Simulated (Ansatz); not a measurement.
## bond stretched by 2.5 Å, between Cu atomic chains under bias

Wanted: I(V), the voltage drop and T(E, V).

Method: DFT PBE, plane waves, PAW; current against voltage, self-consistent under bias, in Ansatz 0.2.0.

**1. The structure**

The cell holds 36 atoms: 36 Cu. Cell: a = 6.000 Å, b = 6.000 Å, c = 97.000 Å, α = 90.0°, β = 90.0°, γ = 90.0°. Electrodes: Cu atomic chain; the apex atoms were set 4.800 Å apart. Regions: lower lead, 18 atoms (18 Cu); upper lead, 18 atoms (18 Cu). Vacuum lies along a, b and c.

**2. Current against voltage**

Vacuum beyond both ends lets the two leads hold different Fermi levels, and the density is solved anew at each bias. Each lead has 18 atoms, since a wire screens slowly.

input.yaml

```yaml
crystal:
  lattice:
    - [6.0, 0.0, 0.0]
    - [0.0, 6.0, 0.0]
    - [0.0, 0.0, 97.0]
  atoms:
    - { symbol: Cu, position: [0.5, 0.5, 0.0] }
    - { symbol: Cu, position: [0.5, 0.5, 0.02371134] }
    - { symbol: Cu, position: [0.5, 0.5, 0.04742268] }
    - { symbol: Cu, position: [0.5, 0.5, 0.071134021] }
    - { symbol: Cu, position: [0.5, 0.5, 0.094845361] }
    - { symbol: Cu, position: [0.5, 0.5, 0.118556701] }
    - { symbol: Cu, position: [0.5, 0.5, 0.142268041] }
    - { symbol: Cu, position: [0.5, 0.5, 0.165979381] }
    - { symbol: Cu, position: [0.5, 0.5, 0.189690722] }
    - { symbol: Cu, position: [0.5, 0.5, 0.213402062] }
    - { symbol: Cu, position: [0.5, 0.5, 0.237113402] }
    - { symbol: Cu, position: [0.5, 0.5, 0.260824742] }
    - { symbol: Cu, position: [0.5, 0.5, 0.284536082] }
    - { symbol: Cu, position: [0.5, 0.5, 0.308247423] }
    - { symbol: Cu, position: [0.5, 0.5, 0.331958763] }
    - { symbol: Cu, position: [0.5, 0.5, 0.355670103] }
    - { symbol: Cu, position: [0.5, 0.5, 0.379381443] }
    - { symbol: Cu, position: [0.5, 0.5, 0.403092784] }
    - { symbol: Cu, position: [0.5, 0.5, 0.45257732] }
    - { symbol: Cu, position: [0.5, 0.5, 0.47628866] }
    - { symbol: Cu, position: [0.5, 0.5, 0.5] }
    - { symbol: Cu, position: [0.5, 0.5, 0.52371134] }
    - { symbol: Cu, position: [0.5, 0.5, 0.54742268] }
    - { symbol: Cu, position: [0.5, 0.5, 0.571134021] }
    - { symbol: Cu, position: [0.5, 0.5, 0.594845361] }
    - { symbol: Cu, position: [0.5, 0.5, 0.618556701] }
    - { symbol: Cu, position: [0.5, 0.5, 0.642268041] }
    - { symbol: Cu, position: [0.5, 0.5, 0.665979381] }
    - { symbol: Cu, position: [0.5, 0.5, 0.689690722] }
    - { symbol: Cu, position: [0.5, 0.5, 0.713402062] }
    - { symbol: Cu, position: [0.5, 0.5, 0.737113402] }
    - { symbol: Cu, position: [0.5, 0.5, 0.760824742] }
    - { symbol: Cu, position: [0.5, 0.5, 0.784536082] }
    - { symbol: Cu, position: [0.5, 0.5, 0.808247423] }
    - { symbol: Cu, position: [0.5, 0.5, 0.831958763] }
    - { symbol: Cu, position: [0.5, 0.5, 0.855670103] }
kpoints:
  mp_grid: { grid: [1, 1, 1] }
scf:
  occupations: { method: fermi_dirac, width: 0.1 }
hamiltonian:
  xc: pbe
output:
  current_voltage:
    leads: [[11, 12], [23, 24]]
    bias: [0.3, 0.6, 1.0, 1.5]
    electrode_ends: [17, 18]
    kmesh: [1, 1]
  write_potential: true
  write_density: true
  volumetric_format: npy
basis:
  ecutwfc: "340 eV"
```

The run is started by

```
> ansatz run input.yaml --threads 4 --pin off --max-ram 16384MiB --backend cpu --events-out ev --progress --plain --runs-dir out
```

Numbers of over 12 decimals in the logs are rounded to 6 here.

The program printed:

```text
Warning: basis.ecutwfc = 340 eV is below the records' recommended 420 eV, and the density's cutoff is lower with it unless basis.ecutrho_ratio is high enough to keep the records' density cutoff: compare with a run at a higher cutoff
Engine: ansatz 0.2.0, aarch64-unknown-linux-gnu
Pseudopotentials: kind: paw
Pseudopotential: Cu, paw, valence charge 19, recommended cutoff 420 eV (normal), Cu.paw.azcp
Functional definition: PBE
  parameter kappa = 0.804
  parameter beta = 0.066725
  exchange = pbe_x(kappa = kappa, mu = beta*pi^2/3)
  correlation = pbe_c(beta = beta)
Crystal: 36 atoms, lattice volume = 3492.000 Å³
Basis set: ecut = 340 eV, 49463 PW (Γ)
Bands: 411, of which v1, the nominal top of the filled ones, is band 342 counted from 1 (341 counted from 0)
Symmetry: 16 space group operations
Space group: P4/mmm (ITA 123), of the structure as read, at distance tolerance 1.5e-4 Å
k-points: 1
Non-local potential: Cu, projectors of the file, l = 0: 3, l = 1: 2, l = 2: 3, l = 3: 1
PAW form: soft (Blöchl's): semilocal exchange-correlation on the pseudo side does not see the compensation charge
PAW one-centre angular grid: Cu, 590 points (default); XC on 64 Gauss nodes
Initial density: superposition of atomic densities (neutral atoms: chi_scale 0, normalization atom), corrected by the library's trained network
Initial wavefunctions: pseudopotential atomic-orbital guess
Functional: x = pbe(κ = 0.804, μ = 0.219515), c = pbe(β = 0.066725)
SCF iter   1: F=—  HF=-238436.828805 eV  |F-HF|=—  |Δ(HF+E_count)|=         —  Δρ=6.27e-3  dr2=9.84e0  ethr=1.77e-3  ⟨swp⟩=6.0  Hψ=1601  notcnv=0  defer=20
preconditioner: auto → LDOS  [insulator: Δε(μ)=0.240 eV  Ē_g=4.841 eV  σ=0.100 eV  W_gap=0.53  n_scr=464 (ndim 8)  ℏωp=12.5 eV  f_vac=0.698  D(μ)=52.52/eV (n_scr^D=298)  ε∞_Penn≈7.7  β→1.0]
SCF iter   2: F=—  HF=-238436.804207 eV  |F-HF|=—  |Δ(HF+E_count)|=   2.46e-2  Δρ=1.36e-2  dr2=3.91e0  ethr=1.44e-3  ⟨swp⟩=2.0  Hψ=667  notcnv=0  defer=49
SCF iter   3: F=—  HF=-238436.304502 eV  |F-HF|=—  |Δ(HF+E_count)|=   5.00e-1  Δρ=3.18e-3  dr2=5.52e-1  ethr=5.71e-4  ⟨swp⟩=2.0  Hψ=534  notcnv=0  defer=49
SCF iter   4: F=—  HF=-238436.367730 eV  |F-HF|=—  |Δ(HF+E_count)|=   6.32e-2  Δρ=1.13e-3  dr2=4.42e-2  ethr=8.07e-5  ⟨swp⟩=2.0  Hψ=635  notcnv=0  defer=49
SCF iter   5: F=—  HF=-238436.375625 eV  |F-HF|=—  |Δ(HF+E_count)|=   7.90e-3  Δρ=1.23e-3  dr2=9.92e-2  ethr=6.47e-6  ⟨swp⟩=2.0  Hψ=592  notcnv=0  defer=49
SCF iter   6: F=—  HF=-238436.377486 eV  |F-HF|=—  |Δ(HF+E_count)|=   1.86e-3  Δρ=5.30e-4  dr2=1.87e-2  ethr=6.47e-6  ⟨swp⟩=1.0  Hψ=362  notcnv=0  defer=49
SCF iter   7: F=—  HF=-238436.378051 eV  |F-HF|=—  |Δ(HF+E_count)|=   5.65e-4  Δρ=2.34e-4  dr2=2.30e-3  ethr=2.74e-6  ⟨swp⟩=1.0  Hψ=362  notcnv=0  defer=49
SCF iter   8: F=—  HF=-238436.380152 eV  |F-HF|=—  |Δ(HF+E_count)|=   2.10e-3  Δρ=1.61e-4  dr2=1.02e-3  ethr=3.37e-7  ⟨swp⟩=2.0  Hψ=511  notcnv=0  defer=49
SCF iter   9: F=—  HF=-238436.380816 eV  |F-HF|=—  |Δ(HF+E_count)|=   6.64e-4  Δρ=8.52e-5  dr2=2.57e-4  ethr=1.49e-7  ⟨swp⟩=2.0  Hψ=511  notcnv=0  defer=49
SCF iter  10: F=—  HF=-238436.381143 eV  |F-HF|=—  |Δ(HF+E_count)|=   3.27e-4  Δρ=5.33e-5  dr2=1.30e-4  ethr=3.76e-8  ⟨swp⟩=2.0  Hψ=566  notcnv=0  defer=49
SCF iter  11: F=—  HF=-238436.381525 eV  |F-HF|=—  |Δ(HF+E_count)|=   3.82e-4  Δρ=1.75e-5  dr2=1.27e-5  ethr=1.90e-8  ⟨swp⟩=2.0  Hψ=511  notcnv=0  defer=49
SCF iter  12: F=—  HF=-238436.381139 eV  |F-HF|=—  |Δ(HF+E_count)|=   3.86e-4  Δρ=1.06e-5  dr2=4.86e-6  ethr=1.85e-9  ⟨swp⟩=2.0  Hψ=615  notcnv=0  defer=49
SCF iter  13: F=—  HF=-238436.381148 eV  |F-HF|=—  |Δ(HF+E_count)|=   9.25e-6  Δρ=7.48e-6  dr2=3.49e-6  ethr=7.10e-10  ⟨swp⟩=2.0  Hψ=566  notcnv=0  defer=49
SCF iter  14: F=—  HF=-238436.381150 eV  |F-HF|=—  |Δ(HF+E_count)|=   1.70e-6  Δρ=6.17e-6  dr2=2.64e-6  ethr=5.10e-10  ⟨swp⟩=2.0  Hψ=510  notcnv=0  defer=49
SCF iter  15: F=—  HF=-238436.381151 eV  |F-HF|=—  |Δ(HF+E_count)|=   1.33e-6  Δρ=3.03e-6  dr2=3.52e-7  ethr=3.86e-10  ⟨swp⟩=2.0  Hψ=511  notcnv=0  defer=49
SCF iter  16: F=—  HF=-238436.381152 eV  |F-HF|=—  |Δ(HF+E_count)|=   2.80e-7  Δρ=1.76e-6  dr2=1.40e-7  ethr=5.15e-11  ⟨swp⟩=2.0  Hψ=546  notcnv=0  defer=49
SCF iter  17: F=-238436.381152 eV  HF=-238436.381152 eV  |F-HF|=9.64e-8  |Δ(HF+E_count)|=   2.92e-7  Δρ=1.12e-6  dr2=8.65e-8  ethr=1.46e-11  ⟨swp⟩=13.0  Hψ=1985  notcnv=0
SCF 1 converged in 17 iterations: F = -238436.381152 eV  dr2 = 8.65e-8
  greatest PAW one-centre occupation: 1.000 electrons in one spin orbital (limit 2), on the Cu atom at site 18 (counted from 0), in its partial waves of l = 0
bias +0 V, iteration  1: dr2 5.72e1 eV, mean Fermi level -2.5392 eV
bias +0 V, iteration  2: dr2 2.34e1 eV, mean Fermi level -2.6034 eV
bias +0 V, iteration  3: dr2 1.49e1 eV, mean Fermi level -2.5419 eV
bias +0 V, iteration  4: dr2 4.42e1 eV, mean Fermi level -2.5088 eV
bias +0 V, iteration  5: dr2 2.37e1 eV, mean Fermi level -2.5843 eV
bias +0 V, iteration  6: dr2 1.64e1 eV, mean Fermi level -2.5884 eV
bias +0 V, iteration  7: dr2 1.80e-1 eV, mean Fermi level -2.5795 eV
bias +0 V, iteration  8: dr2 1.10e-1 eV, mean Fermi level -2.5684 eV
bias +0 V, iteration  9: dr2 9.47e-2 eV, mean Fermi level -2.5596 eV
bias +0 V, iteration 10: dr2 6.37e-1 eV, mean Fermi level -2.5573 eV
bias +0 V, iteration 11: dr2 5.59e-2 eV, mean Fermi level -2.5665 eV
bias +0 V, iteration 12: dr2 1.00e-1 eV, mean Fermi level -2.5681 eV
bias +0 V, iteration 13: dr2 5.24e-3 eV, mean Fermi level -2.5647 eV
bias +0 V, iteration 14: dr2 2.06e-2 eV, mean Fermi level -2.5632 eV
bias +0 V, iteration 15: dr2 4.49e-3 eV, mean Fermi level -2.5642 eV
bias +0 V, iteration 16: dr2 1.19e-3 eV, mean Fermi level -2.5640 eV
bias +0 V, iteration 17: dr2 3.05e-3 eV, mean Fermi level -2.5644 eV
bias +0 V, iteration 18: dr2 3.76e-3 eV, mean Fermi level -2.5650 eV
bias +0 V, iteration 19: dr2 4.52e-4 eV, mean Fermi level -2.5654 eV
bias +0 V, iteration 20: dr2 2.97e-4 eV, mean Fermi level -2.5657 eV
bias +0 V, iteration 21: dr2 2.13e-4 eV, mean Fermi level -2.5658 eV
bias +0 V, iteration 22: dr2 1.76e-4 eV, mean Fermi level -2.5655 eV
bias +0 V, iteration 23: dr2 2.31e-4 eV, mean Fermi level -2.5655 eV
bias +0 V, iteration 24: dr2 8.98e-5 eV, mean Fermi level -2.5655 eV
[...]
bias +1.5 V, iteration 77: dr2 1.44e-6 eV, mean Fermi level -2.5627 eV
bias +1.5 V, iteration 78: dr2 5.52e-7 eV, mean Fermi level -2.5627 eV
bias +1.5 V, iteration 79: dr2 4.24e-7 eV, mean Fermi level -2.5627 eV
bias +1.5 V, iteration 80: dr2 4.59e-7 eV, mean Fermi level -2.5627 eV
bias +1.5 V, iteration 81: dr2 3.68e-7 eV, mean Fermi level -2.5627 eV
bias +1.5 V, iteration 82: dr2 2.27e-7 eV, mean Fermi level -2.5627 eV
bias +1.5 V, iteration 83: dr2 1.04e-7 eV, mean Fermi level -2.5627 eV
bias +1.5 V, iteration 84: dr2 5.94e-8 eV, mean Fermi level -2.5627 eV
transmission: 6 of 48 steps passed
transmission: 14 of 48 steps passed
[...]
transmission: 48 of 48 steps passed
WARN: The output density's exchange-correlation potential varies sharply where the density is thin. Do not read a vacuum level from v_tot or v_xc, or from such a field of the output density. On a cell that repeats whose density bears no net charge and no dipole along the vacuum's axis use v_es (v_loc + v_h of the components); under efield.dipole_correction with no amplitude use v_es + v_field, which holds any externa [...]
SCF converged after 17 iterations
Free energy (F): -238436.381152 eV
Harris-Foulkes:  -238436.381152 eV  (|F-HF|=9.64e-8)
Internal energy: -238434.662365 eV  (E = F + TS)
E sigma→0 (E₀):  -238435.521758 eV
Entropy (-TS):   -1.718787 eV (-47.744 meV/atom)
Fermi energy:    -2.567419 eV
--- Per-component energies (eV) ---
  E_band       = -24843.479466
  E_kinetic    = 10775.117245
  E_local      = -525540.489095  (includes V_loc(G=0)·N_el)
  E_nonlocal   = 14544.718094
  E_hartree    = 248237.932599
  E_xc         = -3080.737467
  E_vxc        = -3960.673954  (∫ρ·V_xc dr)
  E_paw        = -60325.542353  (= ΣΔE_a)
  E_vpaw       = -17138.029147  (= ΣTr[D̂ρ^β])
  E_aug_tail   = 0.022969  (compensation charges beyond the density's cutoff)
  E_ewald      = 76954.315643
  E_smearing   = -1.718787  (= −TS)
  E_closure    = 0.000000  (closes the sum)
  Σ components = -238436.381152   (vs F -238436.381152, Δ=0.00e0)
--- Band table (eV) ---
  k-point 0: bands = [... 338 lower, -2.7654, -2.7654, -2.7653, -2.7653, -2.6925, -2.6653, -2.3775, -2.3399, ... 65 higher]
--- Current–voltage curve ---
  leads      : [11, 12] from 0.00 to 39.10 and [23, 24] from 43.90 to 83.00 Å, reservoirs outside 24.88 and 58.12
  electrodes : end at 39.10 and 43.90 Å
  density    : 458 bands, filled at a thermal energy of 2.585e-2 eV; current at 300 K
  bias (V)   current (A)   every other point   every other energy   edges, levels   drop (V)   electrons moved   misfit (meV)   iterations
        +0      0.0000e0                   -             0.0000e0        0.0000e0     +0.000            0.00e0           91.6   41
      +0.3     2.2689e-6                   -            2.2596e-6      5.3011e-10     +0.281           1.48e-2           94.8   62
      +0.6     4.0694e-6                   -            4.0646e-6      9.4751e-11     +0.566           2.99e-2           97.7   44
        +1     6.1841e-6                   -            6.1963e-6      7.1027e-10     +0.952           5.00e-2          103.6   59
      +1.5     8.3044e-6                   -            8.3071e-6      2.4336e-10     +1.443           7.57e-2          105.2   84
  At 0 V the conductance is 7.8423e-6 S, 2.1784e13 S/m².
```

Elapsed: 67 min, on 4 threads of Arm Neoverse V1, shared host; peak memory 5.4 GiB; 4.3 h of CPU time.

This step gave:

```
conductance at zero bias    : 0.1012 G₀
current at the highest bias : 8.304 μA
largest misfit of the leads : 105.2 meV
```

Cell area 36.000 Å^2. Table of current through one cell by bias:

```csv
bias (V),current through one cell (μA)
0.000,0
0.300,2.27
0.600,4.07
1.000,6.18
1.500,8.30
```

Bias 0 V. The transmission and channels at 0 V by energy, zero at the mean Fermi level:

| energy (eV) | transmission | channels, lower lead | channels, upper lead |
| --- | --- | --- | --- |
| -0.259 | 0.0828 | 4 | 4 |
| -0.233 | 0.0880 | 4 | 4 |
| -0.207 | 0.0936 | 4 | 4 |
| -0.181 | 0.100 | 4 | 4 |
| -0.155 | 0.111 | 4 | 4 |
| -0.129 | 0.136 | 4 | 4 |
| -0.103 | 0.126 | 4 | 4 |
| -0.078 | 0.108 | 4 | 4 |
| -0.052 | 0.0999 | 4 | 4 |
| -0.026 | 0.0990 | 4 | 4 |
| 0.000 | 0.0999 | 3 | 3 |
| 0.026 | 0.101 | 3 | 3 |
| 0.052 | 0.101 | 1 | 1 |
| 0.078 | 0.101 | 1 | 1 |
| 0.103 | 0.102 | 1 | 1 |
| 0.129 | 0.101 | 1 | 1 |
| 0.155 | 0.101 | 1 | 1 |
| 0.181 | 0.101 | 1 | 1 |
| 0.207 | 0.101 | 1 | 1 |
| 0.233 | 0.100 | 1 | 1 |
| 0.259 | 0.0999 | 1 | 1 |

Bias 0.6 V. Table of transmission and channels at 0.6 V by energy, zero at the mean Fermi level:

| energy (eV) | transmission | channels, lower lead | channels, upper lead |
| --- | --- | --- | --- |
| -0.569 | 0.0440 | 4 | 4 |
| -0.543 | 0.0486 | 4 | 4 |
| -0.517 | 0.0536 | 4 | 4 |
| -0.465 | 0.0667 | 4 | 4 |
| -0.439 | 0.0767 | 5 | 4 |
| -0.414 | 0.0874 | 6 | 4 |
| -0.388 | 0.0823 | 6 | 4 |
| -0.362 | 0.0816 | 6 | 4 |
| -0.310 | 0.0817 | 6 | 3 |
| -0.284 | 0.0806 | 6 | 3 |
| -0.259 | 0.0789 | 6 | 3 |
| -0.233 | 0.0771 | 6 | 1 |
| -0.207 | 0.0754 | 6 | 1 |
| -0.181 | 0.0743 | 6 | 1 |
| -0.129 | 0.0737 | 6 | 1 |
| -0.103 | 0.0745 | 6 | 1 |
| -0.078 | 0.0759 | 6 | 1 |
| -0.052 | 0.0780 | 4 | 1 |
| -0.026 | 0.0806 | 4 | 1 |
| 0.000 | 0.0836 | 4 | 1 |
| 0.026 | 0.0867 | 4 | 1 |
| 0.052 | 0.0897 | 4 | 1 |
| 0.078 | 0.0927 | 4 | 1 |
| 0.103 | 0.0958 | 4 | 1 |
| 0.129 | 0.0996 | 4 | 1 |
| 0.181 | 0.109 | 4 | 1 |
| 0.207 | 0.100 | 4 | 1 |
| 0.233 | 0.0999 | 4 | 1 |
| 0.259 | 0.101 | 4 | 1 |
| 0.284 | 0.102 | 4 | 1 |
| 0.310 | 0.103 | 3 | 1 |
| 0.362 | 0.104 | 1 | 1 |
| 0.388 | 0.105 | 1 | 1 |
| 0.414 | 0.105 | 1 | 1 |
| 0.439 | 0.106 | 1 | 1 |
| 0.465 | 0.106 | 1 | 1 |
| 0.517 | 0.108 | 1 | 1 |
| 0.543 | 0.108 | 1 | 1 |
| 0.569 | 0.109 | 1 | 1 |

Bias 1.5 V. The transmission and channels at 1.5 V by energy, zero at the mean Fermi level:

| energy (eV) | transmission | channels, lower lead | channels, upper lead |
| --- | --- | --- | --- |
| -1.008 | 0.0212 | 1 | 4 |
| -0.905 | 0.0255 | 1 | 4 |
| -0.801 | 0.0240 | 3 | 4 |
| -0.698 | 0.0255 | 3 | 1 |
| -0.595 | 0.0275 | 3 | 1 |
| -0.491 | 0.0300 | 3 | 1 |
| -0.388 | 0.0336 | 3 | 1 |
| -0.310 | 0.0552 | 3 | 1 |
| -0.207 | 0.0435 | 4 | 1 |
| -0.103 | 0.0634 | 4 | 1 |
| 0.000 | 0.0867 | 4 | 1 |
| 0.052 | 0.0931 | 6 | 1 |
| 0.103 | 0.0912 | 6 | 1 |
| 0.207 | 0.0798 | 6 | 1 |
| 0.310 | 0.0795 | 6 | 1 |
| 0.362 | 0.0847 | 6 | 1 |
| 0.388 | 0.0885 | 5 | 1 |
| 0.491 | 0.109 | 4 | 1 |
| 0.595 | 0.137 | 4 | 1 |
| 0.698 | 0.134 | 4 | 1 |
| 0.801 | 0.141 | 1 | 1 |
| 0.905 | 0.146 | 1 | 1 |
| 1.008 | 0.150 | 1 | 1 |

Hartree potential energy less that at 0 V, planar mean against z:

```
z (Å)  0.3 V (eV)  0.6 V (eV)  1 V (eV)  1.5 V (eV)
   -5      0.0474      0.0958     0.161       0.242
    0       0.145       0.291     0.485       0.726
    5       0.149       0.300     0.500       0.750
   10       0.146       0.294     0.492       0.740
   15       0.143       0.286     0.482       0.727
   20       0.140       0.280     0.470       0.713
   25       0.140       0.281     0.472       0.714
   30       0.141       0.282     0.476       0.722
   35       0.141       0.283     0.478       0.724
   40      0.0990       0.201     0.335       0.513
   45      -0.127      -0.258    -0.436      -0.662
   50      -0.137      -0.276    -0.466      -0.708
   55      -0.138      -0.279    -0.471      -0.715
   60      -0.140      -0.284    -0.478      -0.724
   65      -0.141      -0.285    -0.479      -0.724
   70      -0.144      -0.288    -0.483      -0.730
   75      -0.147      -0.294    -0.490      -0.738
   80      -0.148      -0.295    -0.490      -0.736
   85      -0.117      -0.233    -0.387      -0.580
```

The electron density less that at 0 V, planar mean (0.3 V) oscillates, so the rows of the table below give means over windows of 5 Å about each position, cut where the curve ends. Its first 14 maxima inside the range that stand out by 2 % of the span (Å: e/Å³): -0.8: 7.0e-5, 4.0: 1.0e-5, 8.9: 5.8e-6, 11.8: 5.2e-6, 16.4: 7.4e-6, 18.6: 1.1e-5, 22.5: 1.8e-5, 25.7: 3.3e-5, 28.0: -5.7e-6, 29.6: 1.9e-5, 30.3: 4.7e-5, 34.2: 5.6e-5, 34.8: 5.6e-5, 37.1: -1.6e-5. Its first 14 minima: 1.5: -7.7e-6, 6.0: -6.9e-6, 10.2: -6.6e-6, 14.7: -7.5e-6, 17.3: -1.0e-5, 19.6: -1.0e-5, 24.1: -3.2e-5, 27.7: -3.2e-5, 28.7: -3.1e-5, 30.0: -1.5e-6, 32.2: -7.0e-5, 34.5: 1.8e-5, 36.8: -4.7e-5, 37.7: -3.1e-5.

The electron density less that at 0 V, planar mean by z; means over each step:

| z (Å) | 0.3 V (e/Å³) | 0.6 V (e/Å³) | 1 V (e/Å³) | 1.5 V (e/Å³) |
| --- | --- | --- | --- | --- |
| -5 | 1.1e-6 | 2.1e-6 | 3.6e-6 | 5.8e-6 |
| 0 | 2.3e-5 | 4.7e-5 | 7.8e-5 | 1.2e-4 |
| 5 | 1.9e-6 | 3.8e-6 | 5.8e-6 | 8.8e-6 |
| 10 | 7.4e-7 | 1.8e-6 | 3.5e-6 | 4.7e-6 |
| 15 | -1.0e-6 | -1.2e-6 | -7.2e-7 | -1.7e-6 |
| 20 | 1.9e-6 | 1.8e-6 | 1.6e-6 | 1.7e-6 |
| 25 | 1.4e-6 | 4.2e-6 | 6.5e-6 | 1.1e-5 |
| 30 | -3.2e-6 | -7.5e-6 | -1.2e-5 | -1.3e-5 |
| 35 | 1.1e-6 | 2.7e-6 | 7.2e-6 | 8.5e-6 |
| 40 | 6.8e-5 | 1.4e-4 | 2.3e-4 | 3.5e-4 |
| 45 | -6.2e-5 | -1.3e-4 | -2.1e-4 | -3.3e-4 |
| 50 | -5.9e-6 | -1.2e-5 | -1.9e-5 | -2.8e-5 |
| 55 | -3.0e-6 | -6.2e-6 | -9.4e-6 | -1.4e-5 |
| 60 | 6.1e-7 | 1.2e-6 | 7.3e-7 | 7.5e-7 |
| 65 | 5.7e-7 | 1.2e-6 | 2.2e-6 | 2.4e-6 |
| 70 | 7.5e-7 | 1.1e-6 | 1.1e-6 | 1.9e-6 |
| 75 | 1.1e-6 | 2.3e-6 | 4.4e-6 | 6.8e-6 |
| 80 | -3.1e-6 | -6.0e-6 | -9.2e-6 | -1.4e-5 |
| 85 | -2.4e-5 | -4.9e-5 | -8.2e-5 | -1.2e-4 |

By hand: at 1.5 V the window reaches from -0.75 to 0.75 eV, and the mean transmission a spin over it is 0.0716. With sharp Fermi edges I = G0 × V × T̄ = 77.48 μS × 1.5 V × 0.0716 = 8.32 μA, against 8.30 μA from the program at 300 K.

The zero-bias conductance is 0.101 G₀; current over voltage goes 0.0976 at +0.3 V, 0.0875 at +0.6 V, 0.0798 at +1 V and 0.0715 at +1.5 V in the same unit. The leads' misfit reaches 105 meV.

**3. Outcome**

* conductance at zero bias: 0.101 G₀
* current at +0.3 V: 2.27 μA
* current at +0.6 V: 4.07 μA
* current at +1 V: 6.18 μA
* current at +1.5 V: 8.30 μA

**Reading.** The junction conducts 0.101 G₀ at zero bias and carries 8.30 μA at 1.50 V. At 1.50 V the current is 0.71 times what the zero-bias conductance would give; over all biases of the sweep that ratio lies between 0.71 and 0.96. Of the 1.50 V, 1.44 V drops at the junction and the rest at the reservoirs. The leads' misfit reaches 105 meV, above the few hundredths of an eV that the manual allows, so the currents are rough. A wire screens slowly, so the current depends on the leads' length and the box width; neither was converged here. Transport is coherent and elastic here: the atoms are frozen, so scattering by vibrations plays no part. A cutoff under the files' recommended one was taken to save time; its effect on T(E) was not tested here.

[Logs are printed without paths, hosts, clocks, repeated set-up lines and the standing remarks that a program may print on its own settings, such as how far it seeks lower states.]

[Hosts, paths, dates, database ids (printed as entryN), source tags and the programs' standing remarks are cut or masked in the printed files.]
